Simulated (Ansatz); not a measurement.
# Photoemission of NH2 on graphene in every 14 sites, part 2 of 5

Wanted: the XPS lines and the band structure of NH2 on graphene in every 14 sites.

Ansatz 0.2.0; DFT, PBEsol, plane-wave PAW, default files, scalar-relativistic.

So far, work function, upper face (eV): step 2 (the plain sheet) 4.34.

### 3. Relaxation

System of this step: H2C14N. The cell holds 17 atoms: 2 H, 1 N and 14 C. Its edges and angles: a = 6.527 Å, b = 6.527 Å, c = 16.398 Å, α = 90.0°, β = 90.0°, γ = 120.0°. It derives from C. How the cell was made: modified sheet; group set above the sheet; group: NH2. Vacuum lies along c.

The cut or typed positions aren't at rest, and spectra shift with geometry, so the relaxation comes first. A dipole correction cancels the field between unlike faces.

Input file input.yaml:

```yaml
crystal:
  lattice:
    - [6.1675, 2.1364846711, 0.0]
    - [-4.934, 4.2729693423, 0.0]
    - [0.0, 0.0, 16.398092539]
  atoms:
    - { symbol: H, position: [0.28550715, 0.195698052, 0.573121082], spin: 0.3 }
    - { symbol: H, position: [0.103592502, 0.286153675, 0.571654865], spin: 0.3 }
    - { symbol: "N", position: [0.194381552, 0.238885304, 0.538029376], spin: 0.3 }
    - { symbol: C, position: [0.190429613, 0.237654781, 0.446899235], spin: 0.3 }
    - { symbol: C, position: [0.095306867, 0.61459336, 0.429403451] }
    - { symbol: C, position: [0.95098511, 0.190719111, 0.428735737], spin: 0.3 }
    - { symbol: C, position: [0.332441033, 0.665232382, 0.428349369], spin: 0.3 }
    - { symbol: C, position: [0.810893974, 0.761973227, 0.428343677] }
    - { symbol: C, position: [0.239134724, 0.044764179, 0.428340144], spin: 0.3 }
    - { symbol: C, position: [0.521290105, 0.904414796, 0.428220025] }
    - { symbol: C, position: [0.61559904, 0.523345846, 0.428056406], spin: 0.3 }
    - { symbol: C, position: [0.050425385, 0.811780321, 0.427901027], spin: 0.3 }
    - { symbol: C, position: [0.664493142, 0.333685798, 0.427872954] }
    - { symbol: C, position: [0.902398033, 0.380223729, 0.427729271], spin: 0.3 }
    - { symbol: C, position: [0.480355619, 0.096480194, 0.427374868], spin: 0.3 }
    - { symbol: C, position: [0.38271049, 0.475641446, 0.427338494], spin: 0.3 }
    - { symbol: C, position: [0.75742679, 0.953851883, 0.426878918], spin: 0.3 }
magnetization:
  spin_polarized: true
kpoints:
  mp_grid: { grid: [6, 6, 1] }
scf:
  occupations: { method: fermi_dirac, width: 0.03 }
  n_extra_bands: 14
hamiltonian:
  xc: pbesol
  pseudopotentials: { kind: paw }
output:
  forces: true
  write_potential: true
  volumetric_format: []
efield:
  axis: 3
  dipole_correction: true
relax:
  f_tol: 0.03
  max_steps: 45
```

On the command line:

```console
$ ansatz run input.yaml --threads 8 --pin off --max-ram 12288MiB --backend cpu --events-out ev --progress --plain --runs-dir out
```

Numbers of over 12 decimals in the logs are rounded to 6 here.

Log:

```text
Warning: the band count 46 (scf.n_extra_bands) hosts the net moment |M| = 3.9000 μB (N_el = 63) but caps the reachable moment at 2·n_bands − N_el = 29.0000 μB, below the 51 bands that the automatic rule leaves for it — a moment growing past the seed, or the majority channel's smearing tail, pins there with fewer empty majority states than that count leaves; raise or omit scf.n_extra_bands unless the cap is intended
[...]
Crystal: 17 atoms, lattice volume = 605.007 Å³
Basis set: ecut = 420 eV, 11731 PW (Γ), exchange–correlation on 90×90×240 points (8 copies of the dense FFT grid, shifted against one another)
Bands: 46, of which v1, the nominal top of the filled ones, is band 32 counted from 1 (31 counted from 0)
Symmetry: 1 space group operations
k-points: 20 of 36 (time reversal used)
[...]
Starting moments: Σ|m| = 3.9 μB on 13 of 17 sites
[...]
SCF iter   1: F=—  HF=-3870.343999 eV  |F-HF|=—  |Δ(HF+E_count)|=         —  Δρ=3.82e-2 (↑2.95e-2 ↓3.82e-2)  dr2=2.43e1  dr2_m=4.57e-1  M=0.832 μB ∫|m|=0.896 μB  β_m=0.30  ethr=3.10e-3  p=0.000 e·Å  D=1.09e-7 V/Å  ΔV_dip=-0.00 eV  dr2_dipole=4.55e-3  V_vac-E_F(+/−)=8.34/8.34 eV  ⟨swp⟩=13.6  Hψ=12788  notcnv=0  defer=58
efield: sawtooth ramp at fractional position 0.9500 (placed from the atoms, in the widest stretch of the axis that holds none; the zero of the levels goes with the place), width 0.1000; the density the first Hamiltonian is built on has a dipole p = 0.000 e·Å; the dipole correction subtracts the counter field D = 1.09e-7 V/Å, which shifts the + side's vacuum level by -0.00 eV against the − side's; the planar-averaged density in the ramp window peaks in size at 9.4e-7 e/Å³
[...]
spin=Collinear: LDOS preconditioning applied to the charge; magnetization (m = ρ↑ − ρ↓) channel mixes plain (no charge-response kernel on spin).
SCF iter   2: F=—  HF=-3864.524084 eV  |F-HF|=—  |Δ(HF+E_count)|=    5.82e0  Δρ=2.39e-2 (↑1.83e-2 ↓2.39e-2)  dr2=9.28e0  dr2_m=2.38e-1  M=0.812 μB ∫|m|=0.853 μB  β_m=0.30  ethr=3.10e-3  p=0.155 e·Å  D=4.65e-2 V/Å  ΔV_dip=-0.76 eV  dr2_dipole=9.10e-4  V_vac-E_F(+/−)=6.42/7.18 eV  ⟨swp⟩=3.2  Hψ=3743  notcnv=0  defer=360  κ⁻¹=1.0e0(r=1)
[...]
SCF iter   7: F=—  HF=-3861.382117 eV  |F-HF|=—  |Δ(HF+E_count)|=   9.68e-3  Δρ=1.51e-3 (↑1.44e-3 ↓1.51e-3)  dr2=8.19e-4  dr2_m=1.18e-2  M=0.838 μB ∫|m|=0.963 μB  β_m=1.11  ethr=8.23e-6  p=0.200 e·Å  D=5.97e-2 V/Å  ΔV_dip=-0.98 eV  dr2_dipole=3.15e-5  V_vac-E_F(+/−)=3.58/4.56 eV  ⟨swp⟩=3.0  Hψ=3012  notcnv=0  defer=341
[...]
spin-set hold released at iteration 7 (site moments contracting): the magnetisation degrees of freedom join the quasi-Newton model from the next iteration; the mixer history was flushed
SCF iter   8: F=—  HF=-3861.395456 eV  |F-HF|=—  |Δ(HF+E_count)|=   1.33e-2  Δρ=5.27e-4 (↑5.06e-4 ↓5.27e-4)  dr2=5.20e-4  dr2_m=1.33e-3  M=0.867 μB ∫|m|=1.111 μB  β_m=0.33  ethr=1.30e-6  p=0.199 e·Å  D=5.94e-2 V/Å  ΔV_dip=-0.97 eV  dr2_dipole=2.92e-5  V_vac-E_F(+/−)=3.58/4.55 eV  ⟨swp⟩=4.3  Hψ=4700  notcnv=0  defer=334
density mixer auto → msr1: a metal under ldos (density of states about μ 0.35 of a free-electron gas's, 50 screened modes)
SCF iter   9: F=—  HF=-3861.397070 eV  |F-HF|=—  |Δ(HF+E_count)|=   1.61e-3  Δρ=4.21e-4 (↑4.16e-4 ↓4.21e-4)  dr2=2.53e-4  dr2_m=9.07e-4  M=0.879 μB ∫|m|=1.156 μB  β_m=0.67  ethr=8.26e-7  p=0.197 e·Å  D=5.90e-2 V/Å  ΔV_dip=-0.97 eV  dr2_dipole=1.59e-5  V_vac-E_F(+/−)=3.58/4.55 eV  ⟨swp⟩=2.6  Hψ=3106  notcnv=0  defer=331
[...]
SCF iter  14: F=-3861.399516 eV  HF=-3861.399516 eV  |F-HF|=7.73e-8  |Δ(HF+E_count)|=   7.64e-7  Δρ=2.21e-6 (↑1.89e-6 ↓2.21e-6)  dr2=1.01e-7  dr2_m=8.27e-9  M=0.918 μB ∫|m|=1.297 μB  ethr=2.73e-10  p=0.193 e·Å  D=5.76e-2 V/Å  ΔV_dip=-0.94 eV  dr2_dipole=2.46e-9  V_vac-E_F(+/−)=3.59/4.53 eV  ⟨swp⟩=9.1  Hψ=11730  notcnv=0
SCF 1 converged in 14 iterations: F = -3861.399516 eV  dr2 = 1.01e-7
[...]
relax step   1: F+E_penalty+E_count = -3861.39951648 eV  Δ(F+E_penalty+E_count) = +0.000e0 eV  max|allowed force component| = 2.667e0 eV/Å  Δτ_max = 0.0000 Å  (14 SCF iters, dr2 threshold 2.25e-5 eV, accepted)
[...]
Starting moments: Σ|m| = 3.9 μB on 13 of 17 sites; this step starts from the density that it was given
[...]
iter 1 solved again at ethr=5.99e-4 eV; its pass at ethr=3.10e-3 eV (dr2=3.77e-1 eV) is discarded
SCF iter   1: F=—  HF=-3861.932831 eV  |F-HF|=—  |Δ(HF+E_count)|=         —  Δρ=5.65e-3 (↑4.87e-3 ↓5.65e-3)  dr2=3.79e-1  dr2_m=4.89e-3  M=0.885 μB ∫|m|=1.258 μB  β_m=1.20  ethr=5.99e-4  p=0.193 e·Å  D=5.76e-2 V/Å  ΔV_dip=-0.94 eV  dr2_dipole=1.42e-3  V_vac-E_F(+/−)=3.60/4.54 eV  ⟨swp⟩=1.2  Hψ=7686  notcnv=0  defer=327
efield: sawtooth ramp at fractional position 0.9500 (handed on by an earlier solve), width 0.1000; the density the first Hamiltonian is built on has a dipole p = 0.193 e·Å; the dipole correction subtracts the counter field D = 5.76e-2 V/Å, which shifts the + side's vacuum level by -0.94 eV against the − side's; the planar-averaged density in the ramp window peaks in size at 1.1e-6 e/Å³
[...]
spin=Collinear: Resta preconditioning applied to the charge; magnetization (m = ρ↑ − ρ↓) channel mixes plain (no charge-response kernel on spin).
SCF iter   2: F=—  HF=-3861.860506 eV  |F-HF|=—  |Δ(HF+E_count)|=   7.23e-2  Δρ=3.13e-3 (↑3.09e-3 ↓3.13e-3)  dr2=9.57e-2  dr2_m=1.24e-4  M=0.862 μB ∫|m|=1.223 μB  β_m=0.40  ethr=5.99e-4  p=0.208 e·Å  D=6.21e-2 V/Å  ΔV_dip=-1.02 eV  dr2_dipole=1.94e-4  V_vac-E_F(+/−)=3.63/4.65 eV  ⟨swp⟩=2.2  Hψ=2497  notcnv=0  defer=328
[...]
SCF iter   7: F=-3861.838262 eV  HF=-3861.838258 eV  |F-HF|=4.69e-6  |Δ(HF+E_count)|=   2.88e-5  Δρ=1.23e-5 (↑1.23e-5 ↓1.10e-5)  dr2=2.19e-6  dr2_m=2.93e-7  M=0.856 μB ∫|m|=1.201 μB  ethr=1.70e-8  p=0.191 e·Å  D=5.71e-2 V/Å  ΔV_dip=-0.94 eV  dr2_dipole=1.24e-9  V_vac-E_F(+/−)=3.66/4.60 eV  ⟨swp⟩=8.2  Hψ=13543  notcnv=0
the starting moments were not kept: 7 of 13 ended reversed and 4 kept their direction, counting a site from 0.1 of the cell's largest site moment. The largest reversed, site 11 (counted from 0, in the order of the report's site_moments_mub), started with +0.3 μB and closes at -1.7e-2 μB in its sphere.
SCF 2 converged in 7 iterations: F = -3861.838262 eV  dr2 = 2.19e-6
[...]
relax step   2: F+E_penalty+E_count = -3861.83826238 eV  Δ(F+E_penalty+E_count) = -4.387e-1 eV  max|allowed force component| = 9.850e-1 eV/Å  Δτ_max = 0.1003 Å  (7 SCF iters, dr2 threshold 1.00e-4 eV, accepted)
SCF iter   1: F=—  HF=-3861.970451 eV  |F-HF|=—  |Δ(HF+E_count)|=         —  Δρ=2.51e-3 (↑2.17e-3 ↓2.51e-3)  dr2=7.28e-2  dr2_m=1.76e-3  M=0.849 μB ∫|m|=1.190 μB  β_m=1.20  ethr=1.74e-3  p=0.191 e·Å  D=5.71e-2 V/Å  ΔV_dip=-0.94 eV  dr2_dipole=3.42e-5  V_vac-E_F(+/−)=3.67/4.60 eV  ⟨swp⟩=4.3  Hψ=4985  notcnv=0  defer=334
[...]
SCF iter   7: F=-3861.954383 eV  HF=-3861.954382 eV  |F-HF|=9.25e-7  |Δ(HF+E_count)|=   4.40e-6  Δρ=6.67e-6 (↑5.62e-6 ↓6.67e-6)  dr2=5.16e-7  dr2_m=1.24e-7  M=0.838 μB ∫|m|=1.175 μB  ethr=3.54e-9  p=0.184 e·Å  D=5.51e-2 V/Å  ΔV_dip=-0.90 eV  dr2_dipole=2.16e-8  V_vac-E_F(+/−)=3.72/4.62 eV  ⟨swp⟩=8.0  Hψ=12543  notcnv=0
[...]
SCF 3 converged in 7 iterations: F = -3861.954383 eV  dr2 = 5.16e-7
[...]
relax step   3: F+E_penalty+E_count = -3861.95438282 eV  Δ(F+E_penalty+E_count) = -1.161e-1 eV  max|allowed force component| = 4.328e-1 eV/Å  Δτ_max = 0.0737 Å  (7 SCF iters, dr2 threshold 6.06e-5 eV, accepted)
[...]
relax step   4: F+E_penalty+E_count = -3862.02283309 eV  Δ(F+E_penalty+E_count) = -6.845e-2 eV  max|allowed force component| = 1.314e0 eV/Å  Δτ_max = 0.1515 Å  (7 SCF iters, dr2 threshold 2.56e-5 eV, accepted)
[...]
relax step   5: F+E_penalty+E_count = -3862.12492211 eV  Δ(F+E_penalty+E_count) = -1.021e-1 eV  max|allowed force component| = 5.132e-1 eV/Å  Δτ_max = 0.1096 Å  (6 SCF iters, dr2 threshold 1.00e-4 eV, accepted)
[...]
relax step   6: F+E_penalty+E_count = -3862.15464332 eV  Δ(F+E_penalty+E_count) = -2.972e-2 eV  max|allowed force component| = 2.165e-1 eV/Å  Δτ_max = 0.1072 Å  (7 SCF iters, dr2 threshold 4.02e-5 eV, accepted)
[...]
relax step   7: F+E_penalty+E_count = -3862.15734914 eV  Δ(F+E_penalty+E_count) = -2.706e-3 eV  max|allowed force component| = 7.146e-2 eV/Å  Δτ_max = 0.0330 Å  (8 SCF iters, dr2 threshold 7.15e-6 eV, accepted)
SCF iter   1: F=—  HF=-3862.158583 eV  |F-HF|=—  |Δ(HF+E_count)|=         —  Δρ=3.53e-4 (↑2.69e-4 ↓3.53e-4)  dr2=1.25e-3  dr2_m=4.35e-5  M=0.931 μB ∫|m|=1.325 μB  β_m=1.20  ethr=1.76e-5  p=0.077 e·Å  D=2.32e-2 V/Å  ΔV_dip=-0.38 eV  dr2_dipole=2.86e-7  V_vac-E_F(+/−)=4.17/4.55 eV  ⟨swp⟩=2.3  Hψ=3973  notcnv=0  defer=358
[...]
SCF iter   9: F=-3862.158231 eV  HF=-3862.158231 eV  |F-HF|=1.33e-10  |Δ(HF+E_count)|=   1.48e-9  Δρ=3.21e-7 (↑1.22e-7 ↓3.21e-7)  dr2=7.88e-10  dr2_m=1.75e-10  M=0.933 μB ∫|m|=1.328 μB  ethr=1.04e-12  p=0.079 e·Å  D=2.35e-2 V/Å  ΔV_dip=-0.39 eV  dr2_dipole=2.00e-12  V_vac-E_F(+/−)=4.16/4.55 eV  ⟨swp⟩=4.7  Hψ=9553  notcnv=0
[...]
SCF 8 converged in 9 iterations: F = -3862.158231 eV  dr2 = 7.88e-10
relax step   8: F+E_penalty+E_count = -3862.15823123 eV  Δ(F+E_penalty+E_count) = -8.821e-4 eV  max|allowed force component| = 1.739e-2 eV/Å  Δτ_max = 0.0109 Å  (9 SCF iters, accepted)
NSCF: frozen V_eff on 20 k-points
the band table was solved once a step of the walk had ended and its energy, with any forces and stress, was formed, with the checks that follow a solve (14903 applications of the Hamiltonian). They found nothing against the state; the energy, forces and stress were not computed again (output.eigenvalues in the input reference)
[...]
SCF converged after 9 iterations
Magnetization: 0.9332 μB (31.9666 up, 31.0334 down)
Absolute magnetization: 1.3278 μB (∫|ρ↑−ρ↓|, with the PAW one-centre terms)
[...]
Per-site moments (μB) at R_I (Å): [(0.000497108, 0.423980), (0.000517535, 0.423971), (0.027689, 0.423971), (-0.0097858, 0.619727), (0.055727, 0.584487), (0.075244, 0.580178), (-0.016855, 0.581825), (0.056949, 0.584125), (0.075805, 0.580666), (0.022458, 0.586962), (-0.018359, 0.582421), (-0.018718, 0.580848), (0.057601, 0.584890), (-0.018209, 0.581212), (-0.016878, 0.580666), (0.076298, 0.581825), (-0.017033, 0.580178)]
Free energy (F): -3862.158231 eV
[...]
Internal energy: -3862.154589 eV  (E = F + TS)
E sigma→0 (E₀):  -3862.156410 eV
Entropy (-TS):   -0.003642 eV (-0.214 meV/atom)
Fermi energy:    -1.831538 eV
Dipole field:    D = 0.023490 V/Å  (p = 0.078537 e·Å, saw-weighted, corrected)
Work function:   Φ+ = 4.1632 eV   Φ− = 4.5484 eV
Levels:          The Fermi level and band energies are counted from a zero that moves with the ramp; work functions are not
[...]
--- Forces (eV/Å), atoms counted from 1 ---
  atom   1  H     -0.00024713    -0.00292419     0.00117414
  atom   2  H      0.00036121    -0.00052625     0.00218257
  atom   3  N     -0.00023719     0.01331980    -0.00014810
  atom   4  C      0.00153425    -0.01739391     0.00241031
  atom   5  C      0.00336763     0.00251220     0.00133079
  atom   6  C     -0.00336517     0.00072828    -0.00506044
  atom   7  C     -0.00222050     0.00713585    -0.00190160
  atom   8  C     -0.00353955    -0.00533396    -0.00166312
  atom   9  C      0.00283976     0.00102097    -0.00474413
  atom  10  C     -0.00040528    -0.00320954     0.00409300
  atom  11  C      0.00187895     0.00332444     0.00225072
  atom  12  C      0.00078737     0.00303359     0.00033047
  atom  13  C     -0.00215584     0.00255646     0.00223149
  atom  14  C     -0.00021487    -0.00470917    -0.00070539
  atom  15  C      0.00103696    -0.00386013    -0.00270572
  atom  16  C      0.00318052     0.00449732     0.00504252
  atom  17  C     -0.00260043    -0.00017259    -0.00406891
  max |Σ_I F_I| component: 4.86e-5 eV/Å
--- Band table (eV; the first three rows and the last of 40) ---
  k-point 0 ↑: bands = [... 28 lower, -4.5593, -4.5139, -3.6689, -2.2810, 1.3210, 2.0632, 2.1250, 2.2047, ... 10 higher]
  k-point 1 ↑: bands = [... 28 lower, -4.6221, -4.4922, -3.7257, -2.1893, 0.9238, 1.3003, 1.4598, 2.0529, ... 10 higher]
  k-point 2 ↑: bands = [... 28 lower, -4.2842, -3.9314, -3.5521, -2.0700, -0.0130, 0.4621, 1.6947, 1.9098, ... 10 higher]
  k-point 19 ↓: bands = [... 28 lower, -3.9148, -3.6330, -3.0708, -1.6023, -0.1232, 0.1420, 1.7743, 2.5015, ... 10 higher]
--- Relaxed structure (8 steps of the walk, 8 accepted, 0 SCFs on fresh bases) ---
  F+E_penalty+E_count = -3862.15823123 eV   max|allowed force component| = 1.739e-2 eV/Å
  atoms:
    - { symbol: H, position: [0.339723, 0.256919, 0.567477] }
    - { symbol: H, position: [0.148902, 0.352488, 0.567544] }
    - { symbol: N, position: [0.175945, 0.219335, 0.546729] }
    - { symbol: C, position: [0.184063, 0.229711, 0.454617] }
    - { symbol: C, position: [0.089357, 0.610966, 0.426805] }
    - { symbol: C, position: [0.941423, 0.181269, 0.430940] }
    - { symbol: C, position: [0.328064, 0.658578, 0.425955] }
    - { symbol: C, position: [0.803527, 0.754253, 0.427322] }
    - { symbol: C, position: [0.232665, 0.035686, 0.430855] }
    - { symbol: C, position: [0.517664, 0.896642, 0.423413] }
    - { symbol: C, position: [0.613366, 0.517938, 0.427335] }
    - { symbol: C, position: [0.043097, 0.801186, 0.427552] }
    - { symbol: C, position: [0.660185, 0.325224, 0.426939] }
    - { symbol: C, position: [0.896686, 0.371082, 0.427434] }
    - { symbol: C, position: [0.468821, 0.086326, 0.426195] }
    - { symbol: C, position: [0.377982, 0.472142, 0.430685] }
    - { symbol: C, position: [0.755902, 0.945353, 0.426452] }
```

The job ended after 4.2 min (8 threads of Arm Neoverse N1, shared host; peak memory 1.9 GiB; 32 min of CPU time).

Relaxation path:

```csv
step,energy less that of the first step (eV),largest force component (eV/Å)
1,0.0000,2.6665
2,-0.4387,0.9850
3,-0.5549,0.4328
4,-0.6233,1.3143
5,-0.7254,0.5132
6,-0.7551,0.2165
7,-0.7578,0.0715
8,-0.7587,0.0174
```

The atoms that moved most (Å):

```csv
atom,dx,dy,dz,length
H1,0.032,0.377,-0.093,0.390
H2,-0.048,0.380,-0.067,0.389
N3,-0.017,-0.123,0.143,0.189
C4,0.000,-0.048,0.127,0.135
C10,0.016,-0.041,-0.079,0.090
C15,-0.021,-0.068,-0.019,0.074
C6,-0.012,-0.061,0.036,0.072
C9,0.005,-0.053,0.041,0.067
```

Numbers from this step:

* free energy: -3862.1582 eV
* energy at zero smearing: -3862.1564 eV
* smearing term TS: 0.003642 eV
* Fermi energy: -1.832 eV
* magnetization: 0.9332 μB
* absolute magnetization: 1.328 μB
* symmetry operations: 1
* work function, upper face: 4.163 eV
* work function, lower face: 4.548 eV

The relaxation ends 45 meV an atom lower, with a largest force component of 0.017 eV/Å.

(Part 2 of 5 ends here.)

[Logs are printed without paths, hosts, clocks, repeated set-up lines and the standing remarks that a program may print on its own settings, such as how far it seeks lower states.]

[Hosts, paths, dates, database ids (printed as entryN), source tags and the programs' standing remarks are cut or masked in the printed files.]

[Maps of the electrostatic potential energy from Ansatz leave out the sawtooth potential of an applied field or a dipole correction, so their vacuum need not be flat; work functions include it.]
